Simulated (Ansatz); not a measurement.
# CsNaLa2S4: complex band structure

A new crystal, CsNaLa2S4: structure, gap and complex bands. It is built by putting Cs for part of the Na in the NaLaS2 structure of space group I4_1/amd, with the volume rescaled by atomic radii. The parent structure comes from the Materials Project.

Program: Ansatz 0.2.0. Level of theory: PBE DFT, plane waves, PAW files, in the first sound run; inputs show where later runs differ. Results are calculated unless marked as measured.

The structure was built from a prototype and need not be the compound's stable phase.

## Step 1: Starting point

Symmetry: I-4m2, No. 119, tetragonal system. Conventional cell: a = 6.051 Å, b = 6.051 Å, c = 12.701 Å, α = 90.00°, β = 90.00°, γ = 90.00°. Nearest to Na lie 6 S at 3.03 to 3.34 Å. Cs has 6 S at 3.03 to 3.34 Å nearest. Nearest to La lie 6 S at 3.01 to 3.03 Å. S has 3 La at 3.01 to 3.03 Å and 2 Na at 3.03 Å and 1 Cs at 3.34 Å nearest. Nearest to S lie 3 La at 3.01 to 3.03 Å and 2 Cs at 3.03 Å and 1 Na at 3.34 Å. It derives from NaLaS2. Cs for part of the Na in the NaLaS2 structure of space group I4_1/amd. Farther neighbours and most contacts between anions are not listed.

## Step 2: Relaxing the new crystal

The substituted atoms don't fit the parent's cell, so cell and atoms relax together. A small smearing keeps the run stable in case the gap closes on the way.

The input, input.yaml:

```yaml
crystal:
  lattice:
    - [-3.0256674054, 3.0256674054, 6.3506564246]
    - [3.0256674054, -3.0256674054, 6.3506564246]
    - [3.0256674054, 3.0256674054, -6.3506564246]
  atoms:
    - { symbol: Na, position: [0.0, 0.0, 0.0] }
    - { symbol: Cs, position: [0.75, 0.25, 0.5] }
    - { symbol: La, position: [0.25, 0.75, 0.5] }
    - { symbol: La, position: [0.5, 0.5, 0.0] }
    - { symbol: S, position: [0.48692124, 0.98692124, 0.5] }
    - { symbol: S, position: [0.01307876, 0.51307876, 0.5] }
    - { symbol: S, position: [0.73692124, 0.73692124, 0.0] }
    - { symbol: S, position: [0.26307876, 0.26307876, 0.0] }
kpoints:
  mp_grid: { grid: [6, 6, 6] }
scf:
  occupations: { method: gaussian, width: 0.03 }
hamiltonian:
  xc: pbe
output:
  forces: true
  stress: true
relax:
  f_tol: 0.02
  max_steps: 60
  cell: {}
```

Command:

```bash
$ ansatz run input.yaml --threads 2 --pin off --max-ram 4096MiB --backend cpu --events-out ev --progress --plain --runs-dir out
```

Numbers of over 12 decimals in the logs are rounded to 6 here.

Log:

```text
Engine: ansatz 0.2.0, aarch64-unknown-linux-gnu
Pseudopotentials: kind: paw
Pseudopotential: Na, paw, valence charge 9, recommended cutoff 420 eV (normal), Na.paw.azcp
Pseudopotential: Cs, paw, valence charge 9, recommended cutoff 420 eV (normal), Cs.paw.azcp
Pseudopotential: La, paw, valence charge 11, recommended cutoff 420 eV (normal), La.paw.azcp
Pseudopotential: S, paw, valence charge 6, recommended cutoff 420 eV (normal), S.paw.azcp
Functional definition: PBE
  parameter kappa = 0.804
  parameter beta = 0.066725
  exchange = pbe_x(kappa = kappa, mu = beta*pi^2/3)
  correlation = pbe_c(beta = beta)
Crystal: 8 atoms, lattice volume = 232.552 Å³
Basis set: ecut = 420 eV, 4501 PW (Γ), exchange–correlation on 108×108×108 points (8 copies of the dense FFT grid, shifted against one another)
Bands: 40, of which v1, the nominal top of the filled ones, is band 32 counted from 1 (31 counted from 0)
Symmetry: 8 space group operations
Space group: I-4m2 (ITA 119), of the structure as read, at distance tolerance 6.1e-5 Å
k-points: 30 of 216 (time reversal used)
Non-local potential: Na, projectors of the file, l = 0: 3, l = 1: 2, l = 2: 1
Non-local potential: Cs, projectors of the file, l = 0: 3, l = 1: 2, l = 2: 2, l = 3: 2
Non-local potential: La, projectors of the file, l = 0: 3, l = 1: 2, l = 2: 2, l = 3: 3
Non-local potential: S, projectors of the file, l = 0: 2, l = 1: 2, l = 2: 2
PAW form: soft (Blöchl's): semilocal exchange-correlation on the pseudo side does not see the compensation charge
PAW one-centre angular grid: Na, 110 points (default); XC on 64 Gauss nodes
PAW one-centre angular grid: Cs, 194 points (default); XC on 64 Gauss nodes
PAW one-centre angular grid: La, 590 points (default); XC on 64 Gauss nodes
PAW one-centre angular grid: S, 110 points (default); XC on 64 Gauss nodes
Initial density: superposition of atomic densities (neutral atoms: chi_scale 0, normalization atom), corrected by the library's trained network
Initial wavefunctions: pseudopotential atomic-orbital guess
Functional: x = pbe(κ = 0.804, μ = 0.219515), c = pbe(β = 0.066725)
SCF iter   1: F=—  HF=-23278.853681 eV  |F-HF|=—  |Δ(HF+E_count)|=         —  Δρ=1.51e-3  dr2=1.15e-2  ethr=1.77e-3  ⟨swp⟩=7.3  Hψ=4884  notcnv=0
preconditioner: auto → Resta (q_TF=auto, 2.200 Å⁻¹)  ε∞=4.3  [insulator: Δε(μ)=1.314 eV  Ē_g=9.474 eV  σ=0.030 eV  W_gap=1.00  n_scr=36 (ndim 8)  ℏωp=17.2 eV  f_vac=0.001  D(μ)=0.00/eV (n_scr^D=0)  ε∞_Penn≈4.3]
SCF iter   2: F=—  HF=-23278.845485 eV  |F-HF|=—  |Δ(HF+E_count)|=   8.20e-3  Δρ=7.64e-4  dr2=2.76e-3  ethr=1.80e-5  ⟨swp⟩=3.2  Hψ=2582  notcnv=0  defer=81
SCF iter   3: F=—  HF=-23278.844990 eV  |F-HF|=—  |Δ(HF+E_count)|=   4.94e-4  Δρ=2.47e-4  dr2=3.13e-4  ethr=4.31e-6  ⟨swp⟩=2.5  Hψ=2051  notcnv=0  defer=81
SCF iter   4: F=—  HF=-23278.844941 eV  |F-HF|=—  |Δ(HF+E_count)|=   4.98e-5  Δρ=8.21e-5  dr2=2.36e-5  ethr=4.90e-7  ⟨swp⟩=2.0  Hψ=1903  notcnv=0  defer=81
SCF iter   5: F=—  HF=-23278.844939 eV  |F-HF|=—  |Δ(HF+E_count)|=   1.56e-6  Δρ=2.95e-5  dr2=2.75e-6  ethr=3.69e-8  ⟨swp⟩=2.3  Hψ=1975  notcnv=0  defer=81
SCF iter   6: F=—  HF=-23278.844939 eV  |F-HF|=—  |Δ(HF+E_count)|=   3.82e-7  Δρ=7.90e-6  dr2=2.00e-7  ethr=4.30e-9  ⟨swp⟩=2.0  Hψ=1710  notcnv=0  defer=81
SCF iter   7: F=-23278.844940 eV  HF=-23278.844940 eV  |F-HF|=1.24e-8  |Δ(HF+E_count)|=   1.85e-7  Δρ=2.03e-6  dr2=1.34e-8  ethr=1.56e-10  ⟨swp⟩=4.6  Hψ=4256  notcnv=0
SCF 1 converged in 7 iterations: F = -23278.844940 eV  dr2 = 1.34e-8
  greatest PAW one-centre occupation: 0.999 electrons in one spin orbital (limit 2), on the Na atom at site 0 (counted from 0), in its partial waves of l = 0
relax step   1: F+E_penalty+E_count = -23278.84493969 eV  Δ(F+E_penalty+E_count) = +0.000e0 eV  max|allowed force component| = 8.377e-1 eV/Å  Δτ_max = 0.0000 Å  P = +0.021 GPa  Ω = 232.552 Å³  (7 SCF iters, dr2 threshold 1.00e-7 eV, accepted)
Crystal: 8 atoms, lattice volume = 232.948 Å³
Basis set: ecut = 420 eV, 4549 PW (Γ), exchange–correlation on 108×108×108 points (8 copies of the dense FFT grid, shifted against one another)
Initial density: handed on by an earlier stage of this run
Initial wavefunctions: those handed on with the density
iter 1 solved again at ethr=4.11e-4 eV; its pass at ethr=3.10e-3 eV (dr2=2.63e-1 eV) is discarded
SCF iter   1: F=—  HF=-23279.213868 eV  |F-HF|=—  |Δ(HF+E_count)|=         —  Δρ=6.98e-3  dr2=2.74e-1  ethr=4.11e-4  ⟨swp⟩=1.0  Hψ=8076  notcnv=0
preconditioner: auto → Resta (q_TF=auto, 2.200 Å⁻¹)  ε∞=4.2  [insulator: Δε(μ)=1.580 eV  Ē_g=9.545 eV  σ=0.030 eV  W_gap=1.00  n_scr=36 (ndim 8)  ℏωp=17.2 eV  f_vac=0.001  D(μ)=0.00/eV (n_scr^D=0)  ε∞_Penn≈4.2]
SCF iter   2: F=—  HF=-23279.152698 eV  |F-HF|=—  |Δ(HF+E_count)|=   6.12e-2  Δρ=3.54e-3  dr2=5.42e-2  ethr=4.11e-4  ⟨swp⟩=5.0  Hψ=2292  notcnv=0  defer=1
SCF iter   3: F=—  HF=-23279.141118 eV  |F-HF|=—  |Δ(HF+E_count)|=   1.16e-2  Δρ=1.19e-3  dr2=4.98e-3  ethr=8.46e-5  ⟨swp⟩=4.9  Hψ=2168  notcnv=0  defer=3
SCF iter   4: F=—  HF=-23279.140842 eV  |F-HF|=—  |Δ(HF+E_count)|=   2.76e-4  Δρ=3.11e-4  dr2=2.55e-4  ethr=7.79e-6  ⟨swp⟩=2.9  Hψ=2111  notcnv=0  defer=14
SCF iter   5: F=—  HF=-23279.140930 eV  |F-HF|=—  |Δ(HF+E_count)|=   8.81e-5  Δρ=6.70e-5  dr2=1.55e-5  ethr=3.99e-7  ⟨swp⟩=2.0  Hψ=1807  notcnv=0  defer=14
SCF iter   6: F=—  HF=-23279.140943 eV  |F-HF|=—  |Δ(HF+E_count)|=   1.37e-5  Δρ=1.50e-5  dr2=8.75e-7  ethr=2.42e-8  ⟨swp⟩=2.0  Hψ=1990  notcnv=0  defer=14
SCF iter   7: F=-23279.140944 eV  HF=-23279.140944 eV  |F-HF|=4.53e-8  |Δ(HF+E_count)|=   7.82e-7  Δρ=5.92e-6  dr2=1.23e-7  ethr=1.25e-9  ⟨swp⟩=4.5  Hψ=4367  notcnv=0
SCF 2 converged in 7 iterations: F = -23279.140944 eV  dr2 = 1.23e-7
relax step   2: F+E_penalty+E_count = -23279.14094422 eV  Δ(F+E_penalty+E_count) = -2.960e-1 eV  max|allowed force component| = 3.701e-1 eV/Å  Δτ_max = 0.1953 Å  P = +1.439 GPa  Ω = 232.948 Å³  energy of the carried Pulay correction = -5.952e-6 eV  (7 SCF iters, dr2 threshold 8.00e-7 eV, accepted)
Crystal: 8 atoms, lattice volume = 240.801 Å³
Basis set: ecut = 420 eV, 4749 PW (Γ), exchange–correlation on 108×108×108 points (8 copies of the dense FFT grid, shifted against one another)
iter 1 solved again at ethr=4.54e-5 eV; its pass at ethr=3.10e-3 eV (dr2=2.91e-2 eV) is discarded
SCF iter   1: F=—  HF=-23279.197222 eV  |F-HF|=—  |Δ(HF+E_count)|=         —  Δρ=2.06e-3  dr2=3.07e-2  ethr=4.54e-5  ⟨swp⟩=2.3  Hψ=8222  notcnv=0
preconditioner: auto → Resta (q_TF=auto, 2.188 Å⁻¹)  ε∞=4.1  [insulator: Δε(μ)=1.747 eV  Ē_g=9.655 eV  σ=0.030 eV  W_gap=1.00  n_scr=36 (ndim 8)  ℏωp=16.9 eV  f_vac=0.013  D(μ)=0.00/eV (n_scr^D=0)  ε∞_Penn≈4.1]
SCF iter   2: F=—  HF=-23279.189816 eV  |F-HF|=—  |Δ(HF+E_count)|=   7.41e-3  Δρ=9.45e-4  dr2=4.64e-3  ethr=4.54e-5  ⟨swp⟩=6.1  Hψ=3317  notcnv=0  defer=21
SCF iter   3: F=—  HF=-23279.188883 eV  |F-HF|=—  |Δ(HF+E_count)|=   9.32e-4  Δρ=3.10e-4  dr2=4.30e-4  ethr=7.24e-6  ⟨swp⟩=4.0  Hψ=2155  notcnv=0  defer=69
SCF iter   4: F=—  HF=-23279.188897 eV  |F-HF|=—  |Δ(HF+E_count)|=   1.32e-5  Δρ=9.95e-5  dr2=4.78e-5  ethr=6.71e-7  ⟨swp⟩=2.4  Hψ=2156  notcnv=0  defer=70
SCF iter   5: F=—  HF=-23279.188925 eV  |F-HF|=—  |Δ(HF+E_count)|=   2.82e-5  Δρ=3.84e-5  dr2=6.43e-6  ethr=7.47e-8  ⟨swp⟩=2.0  Hψ=1593  notcnv=0  defer=70
SCF iter   6: F=-23279.188928 eV  HF=-23279.188928 eV  |F-HF|=1.81e-7  |Δ(HF+E_count)|=   3.33e-6  Δρ=1.08e-5  dr2=5.09e-7  ethr=1.25e-9  ⟨swp⟩=3.4  Hψ=5159  notcnv=0
SCF 3 converged in 6 iterations: F = -23279.188928 eV  dr2 = 5.09e-7
relax step   3: F+E_penalty+E_count = -23279.18892819 eV  Δ(F+E_penalty+E_count) = -4.798e-2 eV  max|allowed force component| = 1.100e-1 eV/Å  Δτ_max = 0.0347 Å  P = -0.378 GPa  Ω = 240.801 Å³  energy of the carried Pulay correction = -1.220e-4 eV  (6 SCF iters, dr2 threshold 8.00e-7 eV, accepted)
[...]
relax step   4: F+E_penalty+E_count = -23279.19690196 eV  Δ(F+E_penalty+E_count) = -7.974e-3 eV  max|allowed force component| = 2.811e-2 eV/Å  Δτ_max = 0.0227 Å  P = -0.069 GPa  Ω = 240.012 Å³  energy of the carried Pulay correction = -1.105e-4 eV  (5 SCF iters, dr2 threshold 7.56e-7 eV, accepted)
[...]
relax step   5: F+E_penalty+E_count = -23279.19887377 eV  Δ(F+E_penalty+E_count) = -1.972e-3 eV  max|allowed force component| = 7.426e-3 eV/Å  Δτ_max = 0.0151 Å  P = +0.037 GPa  Ω = 239.937 Å³  energy of the carried Pulay correction = -1.094e-4 eV  (6 SCF iters, dr2 threshold 7.43e-8 eV, accepted)
[...]
relax step   6: F+E_penalty+E_count = -23279.19894410 eV  Δ(F+E_penalty+E_count) = -7.033e-5 eV  max|allowed force component| = 3.114e-3 eV/Å  Δτ_max = 0.0040 Å  P = +0.007 GPa  Ω = 240.184 Å³  energy of the carried Pulay correction = -1.130e-4 eV  (5 SCF iters, dr2 threshold 1.32e-8 eV, accepted)
Initial wavefunctions: pseudopotential atomic-orbital guess (no wavefunctions were taken with the density)
iter 1 solved again at ethr=1.15e-7 eV; its pass at ethr=3.10e-3 eV (dr2=7.37e-5 eV) is discarded
SCF iter   1: F=—  HF=-23279.197547 eV  |F-HF|=—  |Δ(HF+E_count)|=         —  Δρ=1.41e-4  dr2=1.23e-6  ethr=1.15e-7  ⟨swp⟩=5.4  Hψ=9792  notcnv=0
preconditioner: auto → Resta (q_TF=auto, 2.189 Å⁻¹)  ε∞=4.1  [insulator: Δε(μ)=1.743 eV  Ē_g=9.625 eV  σ=0.030 eV  W_gap=1.00  n_scr=36 (ndim 8)  ℏωp=16.9 eV  f_vac=0.013  D(μ)=0.00/eV (n_scr^D=0)  ε∞_Penn≈4.1]
SCF iter   2: F=—  HF=-23279.198688 eV  |F-HF|=—  |Δ(HF+E_count)|=   1.14e-3  Δρ=7.11e-5  dr2=2.71e-7  ethr=1.93e-9  ⟨swp⟩=2.0  Hψ=2160  notcnv=0
SCF iter   3: F=—  HF=-23279.199052 eV  |F-HF|=—  |Δ(HF+E_count)|=   3.64e-4  Δρ=9.26e-6  dr2=1.77e-8  ethr=4.24e-10  ⟨swp⟩=2.0  Hψ=2160  notcnv=0
SCF iter   4: F=—  HF=-23279.199058 eV  |F-HF|=—  |Δ(HF+E_count)|=   6.02e-6  Δρ=1.25e-6  dr2=2.93e-9  ethr=2.76e-11  ⟨swp⟩=2.4  Hψ=2196  notcnv=0
SCF iter   5: F=—  HF=-23279.199058 eV  |F-HF|=—  |Δ(HF+E_count)|=   7.09e-8  Δρ=4.35e-7  dr2=1.02e-9  ethr=4.57e-12  ⟨swp⟩=2.0  Hψ=2064  notcnv=0
SCF iter   6: F=—  HF=-23279.199058 eV  |F-HF|=—  |Δ(HF+E_count)|=   4.19e-9  Δρ=1.17e-7  dr2=9.85e-11  ethr=1.59e-12  ⟨swp⟩=2.0  Hψ=2052  notcnv=0
SCF iter   7: F=-23279.199058 eV  HF=-23279.199058 eV  |F-HF|=3.64e-12  |Δ(HF+E_count)|=  9.82e-11  Δρ=4.38e-8  dr2=4.85e-12  ethr=1.00e-12  ⟨swp⟩=4.4  Hψ=4216  notcnv=0
SCF 7 converged in 7 iterations: F = -23279.199058 eV  dr2 = 4.85e-12
relax step   7: F+E_penalty+E_count = -23279.19905802 eV  Δ(F+E_penalty+E_count) = -1.139e-4 eV  max|allowed force component| = 3.096e-3 eV/Å  Δτ_max = 0.0000 Å  P = +0.007 GPa  Ω = 240.184 Å³  stress off target by 2.03e-2 GPa  SCF on the basis re-selected at this cell (its energy is not comparable with the rows above)  (7 SCF iters)
basis re-selected at this cell: Δ(F+E_penalty+E_count) = -1.139e-4 eV, ΔP = +0.000 GPa vs the last step (what re-selecting the basis moved, of the pressure what is left beyond the Pulay correction that the steps carried, after the strain that the cell walked since its last selection, with what the two solves' SCF thresholds leave and, on support functions, any second-order correction that the steps lacked; it is no m [...]
SCF converged after 7 iterations
Free energy (F): -23279.199058 eV
Harris-Foulkes:  -23279.199058 eV  (|F-HF|=3.64e-12)
Internal energy: -23279.199058 eV  (E = F + TS)
E sigma→0 (E₀):  -23279.199058 eV
Fermi energy:    6.435113 eV
--- Per-component energies (eV) ---
  E_band       = -400.897684
  E_kinetic    = 1073.325684
  E_local      = -2882.982338  (includes V_loc(G=0)·N_el)
  E_nonlocal   = 452.192188
  E_hartree    = 995.180244
  E_xc         = -882.220124
  E_vxc        = -823.513713  (∫ρ·V_xc dr)
  E_paw        = -18566.045799  (= ΣΔE_a)
  E_vpaw       = -210.279923  (= ΣTr[D̂ρ^β])
  E_aug_tail   = -0.000028  (compensation charges beyond the density's cutoff)
  E_ewald      = -3468.648884
  E_smearing   = -0.000000  (= −TS)
  E_closure    = 0.000000  (closes the sum)
  Σ components = -23279.199058   (vs F -23279.199058, Δ=0.00e0)
--- Forces (eV/Å), atoms counted from 1 ---
  atom   1  Na    -0.00000000    -0.00000000     0.00000000
  atom   2  Cs     0.00000000    -0.00000000    -0.00000000
  atom   3  La    -0.00000000     0.00000000     0.00000000
  atom   4  La     0.00000000    -0.00000000    -0.00000000
  atom   5  S     -0.00000000    -0.00000000     0.00179549
  atom   6  S     -0.00000000     0.00000000    -0.00179549
  atom   7  S      0.00000000     0.00000000     0.00309581
  atom   8  S      0.00000000     0.00000000    -0.00309581
  max |Σ_I F_I| component: 2.68e-18 eV/Å
--- Stress (GPa, compression-positive) ---
       -0.000120      -0.000000      -0.000000
       -0.000000      -0.000120      -0.000000
       -0.000000      -0.000000       0.020305
  P = ⅓ Tr σ = 0.0067 GPa (0.067 kbar)
--- Relaxed structure (6 steps of the walk, 6 accepted, 1 SCFs on fresh bases) ---
  F+E_penalty+E_count = -23279.19905802 eV   max|allowed force component| = 3.096e-3 eV/Å   (the final SCF, on the basis selected at the relaxed cell)
  cell:  # Å, volume = 240.1839 Å³
    - [-3.050726, 3.050726, 6.451751]
    - [3.050726, -3.050726, 6.451751]
    - [3.050726, 3.050726, -6.451751]
  atoms:
    - { symbol: Na, position: [2.816927046582842e-19, 2.8169270465828385e-19, 0] }
    - { symbol: Cs, position: [0.75, 0.25, 0.500000] }
    - { symbol: La, position: [0.25, 0.75, 0.500000] }
    - { symbol: La, position: [0.5, 0.5, 0] }
    - { symbol: S, position: [0.471724, 0.971724, 0.500000] }
    - { symbol: S, position: [0.028276, 0.528276, 0.5] }
    - { symbol: S, position: [0.717960, 0.717960, 0] }
    - { symbol: S, position: [0.282040, 0.282040, 0] }
```

The job ended after 82 s (2 threads of Arm Neoverse V2, shared host; peak memory 0.64 GiB; 2.7 min of CPU time).

Step by step:

```csv
step,energy less that of the first step (eV),largest force component (eV/Å),pressure (GPa),volume (Å³)
1,0.0000,0.8377,0.02,232.55
2,-0.2960,0.3700,1.44,232.95
3,-0.3440,0.1100,-0.38,240.80
4,-0.3520,0.0281,-0.07,240.01
5,-0.3539,0.0074,0.04,239.94
6,-0.3540,0.0031,0.01,240.18
7*,-0.3541,0.0031,0.01,240.18
```

Relaxation steps marked * repeat the geometry before them on a plane-wave basis chosen anew for their cell, so energy and pressure can jump there.

Forces are held to the 8 operations that the run works with; a distortion that breaks them can't arise in this run.

| conventional cell, symmetrised | before | after | change |
| --- | --- | --- | --- |
| a (Å) | 6.051 | 6.101 | +0.8 % |
| b (Å) | 6.051 | 6.101 | +0.8 % |
| c (Å) | 12.701 | 12.904 | +1.6 % |
| volume (Å³/atom) | 29.07 | 30.02 | +3.3 % |

The atoms that moved most (Å, as changes of fractional coordinates times the final cell):

```
atom     dx     dy      dz  length
  S8  0.000  0.000   0.245   0.245
  S7  0.000  0.000  -0.245   0.245
  S6  0.000  0.000   0.196   0.196
  S5  0.000  0.000  -0.196   0.196
```

This step gave:

* free energy: -23279.1991 eV
* Fermi energy: 6.435 eV
* pressure: 0.006688 GPa

The largest force component on a free atom ends at 0.0031 eV/Å.

## Step 3: Band edges

The energy window and the wavevectors of the next steps follow from the band edges, so these are searched first, off the mesh as well.

The input, input.yaml:

```yaml
crystal:
  lattice:
    - [-3.0507256764, 3.0507256764, 6.4517506995]
    - [3.0507256764, -3.0507256764, 6.4517506995]
    - [3.0507256764, 3.0507256764, -6.4517506995]
  atoms:
    - { symbol: Na, position: [0.0, 0.0, 0.0] }
    - { symbol: Cs, position: [0.75, 0.25, 0.5] }
    - { symbol: La, position: [0.25, 0.75, 0.5] }
    - { symbol: La, position: [0.5, 0.5, 0.0] }
    - { symbol: S, position: [0.4717243686, 0.9717243686, 0.5] }
    - { symbol: S, position: [0.0282756314, 0.5282756314, 0.5] }
    - { symbol: S, position: [0.7179597841, 0.7179597841, 0.0] }
    - { symbol: S, position: [0.2820402159, 0.2820402159, 0.0] }
kpoints:
  mp_grid: { grid: [6, 6, 6] }
  band_path: { path: [VBM, CBM], npoints: 30 }
scf:
  occupations: { method: fixed }
hamiltonian:
  xc: pbe
output:
  eigenvalues: true
  write_potential: true
  write_density: true
  volumetric_format: npy
```

Log:

```text
[...]
Crystal: 8 atoms, lattice volume = 240.184 Å³
Basis set: ecut = 420 eV, 4701 PW (Γ)
Bands: 40, of which v1, the nominal top of the filled ones, is band 32 counted from 1 (31 counted from 0)
Symmetry: 8 space group operations
[...]
k-points: 30 of 216 (time reversal used)
[...]
SCF iter   1: F=—  HF=-23279.197374 eV  |F-HF|=—  |Δ(HF+E_count)|=         —  Δρ=1.35e-3  dr2=3.64e-3  ethr=1.77e-3  ⟨swp⟩=5.9  Hψ=4454  notcnv=0  defer=111
[...]
SCF iter   7: F=-23279.199179 eV  HF=-23279.199179 eV  |F-HF|=2.32e-9  |Δ(HF+E_count)|=   2.73e-8  Δρ=1.62e-6  dr2=1.22e-8  ethr=1.56e-10  ⟨swp⟩=15.1  Hψ=5529  notcnv=0
SCF 1 converged in 7 iterations: F = -23279.199179 eV  dr2 = 1.22e-8
[...]
NSCF: frozen V_eff on 30 k-points
[...]
SCF converged after 7 iterations
Free energy (F): -23279.199179 eV
[...]
Internal energy: -23279.199179 eV  (E = F + TS)
E sigma→0 (E₀):  -23279.199179 eV
Fermi energy:    5.563408 eV
[...]
--- Band table (eV; the first three rows and the last of 30) ---
  k-point 0: bands = [... 28 lower, 4.8831, 4.9787, 5.5634, 5.5634, 7.3065, 8.1541, 8.1541, 8.2669, ... 4 higher]
  k-point 1: bands = [... 28 lower, 4.6221, 4.9423, 5.1402, 5.3413, 7.7377, 8.1519, 8.1891, 8.2560, ... 4 higher]
  k-point 2: bands = [... 28 lower, 4.3605, 4.5901, 4.7773, 5.0054, 8.1846, 8.1925, 8.2312, 8.2529, ... 4 higher]
  k-point 29: bands = [... 28 lower, 4.8410, 4.9007, 5.5548, 5.5548, 7.6212, 7.9022, 7.9022, 8.0062, ... 4 higher]
```

Elapsed: 46 s, on 2 threads; peak memory 0.59 GiB.

The column dr2 measures how far the density is from self-consistency, as an energy; F and HF (Harris–Foulkes) agree once it is small.

This step gave:

| Quantity | Value |
| --- | --- |
| free energy | -23279.1992 eV |
| Fermi energy | 5.563 eV |
| gap on the k-mesh | 1.743 eV |
| gap on path | 1.743 eV, by band count; negative where bands overlap |
| direct gap on path | 1.743 eV |
| edge places on path | 0, 0 1/A along the path |

Levels at VBM (eV): -7.10, -7.10, -6.69, -2.02, -1.79, -1.79, -1.66, -1.27, -1.27, -1.15, -0.68, -0.68, -0.58, 0.00, 0.00, 1.74, 2.59, 2.59, 2.70, 2.71, 2.77, 2.78, 2.78.

The searched edges give 1.74 eV, as on the mesh.

(Continued in part 2 of 3.)

[Logs are printed without paths, hosts, clocks, repeated set-up lines and the standing remarks that a program may print on its own settings, such as how far it seeks lower states.]

[Hosts, paths, dates, database ids (printed as entryN), source tags and the programs' standing remarks are cut or masked in the printed files.]
